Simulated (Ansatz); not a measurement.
# InPt3C (Pm-3m): following an unstable mode, part 3 of 3

Which phase does InPt3C (Pm-3m) fall into along its unstable mode, and how much energy does it gain?

Ansatz 0.2.0; DFT PBEsol, scalar-relativistic, plane waves, PAW; PAW set soft_1.

So far. Step 5 (Energy along the mode, all amplitudes (two of the runs …): The lowest of the steps tried is at 0.32 Å, 64.0 meV/atom below the parent; the bottom of the well need not coincide with a step. Step 7 (The new phase in its own primitive cell): The largest force component left is 0.20 meV/Å and the pressure is 0.001 GPa, within the tolerances set. The cell now holds 15.00 Å³/atom. The relaxed cell has a, b, c = 6.214, 4.306, 5.604 Å (conventional setting).

## Step 8: Modes of the new phase, k-mesh 6×8×6

A relaxed structure may still be a saddle point, so its zone-centre modes are computed. No field response is asked, since the mesh shows no gap.

input.yaml reads:

```yaml
crystal:
  lattice:
    - [6.2141519712, 0.0, 0.0]
    - [0.0, 4.3063147306, 0.0]
    - [0.0, 0.0, 5.6041772178]
  atoms:
    - { symbol: In, position: [0.5, 0.0, 0.5] }
    - { symbol: In, position: [0.0, 0.0, 0.0] }
    - { symbol: Pt, position: [0.25, 0.587490501, 0.75] }
    - { symbol: Pt, position: [0.75, 0.412509499, 0.25] }
    - { symbol: Pt, position: [0.25, 0.412509499, 0.25] }
    - { symbol: Pt, position: [0.75, 0.587490501, 0.75] }
    - { symbol: Pt, position: [0.0, 0.0, 0.5] }
    - { symbol: Pt, position: [0.5, 0.0, 0.0] }
    - { symbol: C, position: [0.0, 0.5, 0.5] }
    - { symbol: C, position: [0.5, 0.5, 0.0] }
kpoints:
  mp_grid: { grid: [6, 8, 6] }
hamiltonian:
  xc: pbesol
  pseudopotentials: { kind: paw, azcp: { folder: soft_1 }, xc_functional: pbe }
scf:
  occupations: { method: methfessel_paxton, width: 0.2 }
output:
  eigenvalues: true
phonons:
  method: dfpt
```

Launch:

```bash
$ ansatz run input.yaml --threads 4 --pin off --max-ram 10240MiB --backend cpu --events-out ev --progress --plain --runs-dir out
```

Numbers of over 12 decimals in the logs are rounded to 6 here.

What it wrote:

```text
Engine: ansatz 0.2.0, aarch64-unknown-linux-gnu
Pseudopotentials: kind: paw
Pseudopotential: In, paw, valence charge 13, recommended cutoff 420 eV (normal), soft_1/In.paw.azcp
Pseudopotential: Pt, paw, valence charge 18, recommended cutoff 420 eV (normal), soft_1/Pt.paw.azcp
Pseudopotential: C, paw, valence charge 4, recommended cutoff 420 eV (normal), soft_1/C.paw.azcp
Functional definition: PBEsol
  exchange = pbesol_x
  correlation = pbesol_c
Crystal: 10 atoms, lattice volume = 149.968 Å³
Basis set: ecut = 420 eV, 2929 PW (Γ), exchange–correlation on 96×60×80 points (8 copies of the dense FFT grid, shifted against one another)
Bands: 86, of which v1, the nominal top of the filled ones, is band 71 counted from 1 (70 counted from 0)
Symmetry: 8 space group operations
k-points: 148 of 288 (irreducible under 1 space group operation, time reversal used)
Non-local potential: In, projectors of the file, l = 0: 2, l = 1: 2, l = 2: 2, l = 3: 1
Non-local potential: Pt, projectors of the file, l = 0: 3, l = 1: 2, l = 2: 2, l = 3: 1
Non-local potential: C, projectors of the file, l = 0: 2, l = 1: 2, l = 2: 1
PAW form: soft (Blöchl's): semilocal exchange-correlation on the pseudo side does not see the compensation charge
PAW frozen core: In, regenerated for the run's functional, and the local potential with it (the file was generated under x = pbe(κ = 0.804, μ = 0.219515), c = pbe(β = 0.066725))
PAW frozen core: Pt, regenerated for the run's functional, and the local potential with it (the file was generated under x = pbe(κ = 0.804, μ = 0.219515), c = pbe(β = 0.066725))
PAW frozen core: C, regenerated for the run's functional, and the local potential with it (the file was generated under x = pbe(κ = 0.804, μ = 0.219515), c = pbe(β = 0.066725))
PAW one-centre angular grid: In, 590 points (default); XC on 64 Gauss nodes
PAW one-centre angular grid: Pt, 590 points (default); XC on 64 Gauss nodes
PAW one-centre angular grid: C, 110 points (default); XC on 64 Gauss nodes
Initial density: superposition of atomic densities (chi_scale 0.1, normalization cell, long waves kept (reshape's long-wave potential 0.00 eV rms))
Initial wavefunctions: pseudopotential atomic-orbital guess
Functional: x = pbesol(κ = 0.804, μ = 0.123457), c = pbesol(β = 0.046)
SCF iter   1: F=—  HF=-85860.864060 eV  |F-HF|=—  |Δ(HF+E_count)|=         —  Δρ=1.12e-1  dr2=2.34e1  ethr=3.10e-3  ⟨swp⟩=5.2  Hψ=42165  notcnv=0
preconditioner: auto → Kerker (q_TF=auto, 2.704 Å⁻¹)  [metal: Δε(μ)=0.007 eV  Ē_g=10.875 eV  σ=0.200 eV  W_gap=0.03  n_scr=46 (ndim 8)  ℏωp=29.4 eV  f_vac=0.000  D(μ)=4.84/eV (n_scr^D=34)]
SCF iter   2: F=—  HF=-85856.552630 eV  |F-HF|=—  |Δ(HF+E_count)|=    4.31e0  S|Δr|=    0.00e0  Δρ=5.42e-2  dr2=5.85e0  ethr=3.10e-3  ⟨swp⟩=2.0  Hψ=20320  notcnv=0  defer=803
SCF iter   3: F=—  HF=-85855.135049 eV  |F-HF|=—  |Δ(HF+E_count)|=    1.42e0  S|Δr|=    0.00e0  Δρ=8.08e-3  dr2=1.18e-1  ethr=3.10e-3  ⟨swp⟩=2.0  Hψ=18653  notcnv=0  defer=803
SCF iter   4: F=—  HF=-85855.106948 eV  |F-HF|=—  |Δ(HF+E_count)|=   2.81e-2  S|Δr|=    0.00e0  Δρ=1.46e-3  dr2=5.93e-3  ethr=8.31e-5  ⟨swp⟩=1.8  Hψ=18337  notcnv=0  defer=795
SCF iter   5: F=—  HF=-85855.105624 eV  |F-HF|=—  |Δ(HF+E_count)|=   1.32e-3  S|Δr|=    0.00e0  Δρ=4.36e-4  dr2=6.60e-4  ethr=4.17e-6  ⟨swp⟩=2.1  Hψ=15373  notcnv=0  defer=795
SCF iter   6: F=—  HF=-85855.105428 eV  |F-HF|=—  |Δ(HF+E_count)|=   1.96e-4  S|Δr|=    0.00e0  Δρ=1.18e-4  dr2=2.27e-5  ethr=4.65e-7  ⟨swp⟩=2.0  Hψ=18650  notcnv=0  defer=795
SCF iter   7: F=—  HF=-85855.105427 eV  |F-HF|=—  |Δ(HF+E_count)|=   7.23e-7  S|Δr|=    0.00e0  Δρ=3.40e-5  dr2=1.73e-6  ethr=1.60e-8  ⟨swp⟩=2.0  Hψ=17853  notcnv=0  defer=795
SCF iter   8: F=—  HF=-85855.105434 eV  |F-HF|=—  |Δ(HF+E_count)|=   7.02e-6  S|Δr|=    0.00e0  Δρ=8.09e-6  dr2=1.21e-7  ethr=1.22e-9  ⟨swp⟩=2.0  Hψ=17969  notcnv=0  defer=795
SCF iter   9: F=—  HF=-85855.105434 eV  |F-HF|=—  |Δ(HF+E_count)|=   1.07e-8  S|Δr|=    0.00e0  Δρ=2.30e-6  dr2=1.64e-8  ethr=8.50e-11  ⟨swp⟩=2.0  Hψ=17784  notcnv=0  defer=795
SCF iter  10: F=—  HF=-85855.105434 eV  |F-HF|=—  |Δ(HF+E_count)|=   3.49e-9  S|Δr|=    0.00e0  Δρ=6.78e-7  dr2=1.36e-9  ethr=1.16e-11  ⟨swp⟩=2.0  Hψ=16669  notcnv=0  defer=795
SCF iter  11: F=—  HF=-85855.105434 eV  |F-HF|=—  |Δ(HF+E_count)|=  4.07e-10  S|Δr|=    0.00e0  Δρ=2.29e-7  dr2=1.41e-10  ethr=1.00e-12  ⟨swp⟩=2.0  Hψ=16441  notcnv=0  defer=795
SCF iter  12: F=-85855.105434 eV  HF=-85855.105434 eV  |F-HF|=0.00e0  |Δ(HF+E_count)|=  2.91e-11  S|Δr|=    0.00e0  Δρ=4.53e-8  dr2=3.21e-12  ethr=1.00e-12  ⟨swp⟩=10.4  Hψ=64240  notcnv=0
SCF 1 converged in 12 iterations: F = -85855.105434 eV  dr2 = 3.21e-12
[...]
DFPT response loops at Γ: preconditioner auto → Kerker (q_TF=auto, 2.704 Å⁻¹) (partly filled bands, converged f_vac=0.000); β = 1.00, the filter's whole step (`scf.mixing.beta` (0.50) is not read by the response loops under this deck's `scf.mixing.preconditioner`; to damp them name `kerker` or `kerker_dos`, under which they read `scf.mixing.beta`, and type it under 1.00, their step now; both keys bind the ground state too); Broyden in place of MSR1
```

The job ended after 15 min (4 threads of Arm Neoverse V1, shared host; peak memory 4.8 GiB).

The run was cut off at the time limit after its SCF cycle had converged; no result of it is taken.

The program's message: “Warning:”

## Step 9: What came out

```yaml
unstable_mode_of_the_parent: q = (0, -0.5, -0.5), 100i cm⁻¹
depth_at_the_lowest_point_sampled: 64.0 meV/atom
largest_atomic_shift_at_that_point: 0.32 Å
space_group_reached_within_0p01_a: Pmna
energy_gained_over_the_parent_first_relaxation_on_the_mesh_of_the_frozen_mode: 79.3 meV/atom
volume_per_atom_phase_reached: 15.0 Å³
```

In words: Along this mode the structure falls into Pmna, 79.3 meV/atom below the parent. At the parent's cell the well is 63.95 meV/atom deep on the steps tried, with its lowest point at a shift of 0.32 Å. Relaxing atoms and cell changes the gain by +15.39 meV/atom against the lowest step (energies at zero smearing). The modes of the phase reached were not computed on this path. Of the 2 patterns followed to their end from this parent, this one reaches the lowest energy. Each path keeps the symmetry of its pattern, so a lower phase may lie along a pattern not tried. With no gap, or one that is small against the smearing, the frequencies hang on the k mesh and the smearing, most of all near Kohn anomalies. The phonon runs are without spin polarisation, although the cell has an odd electron count. Spin-orbit coupling is left out, which can matter for the heavy elements here. The PAW files were made for PBE and serve the other functionals too.

[Logs are printed without paths, hosts, clocks, repeated set-up lines and the standing remarks that a program may print on its own settings, such as how far it seeks lower states.]

[Hosts, paths, dates, database ids (printed as entryN), source tags and the programs' standing remarks are cut or masked in the printed files.]
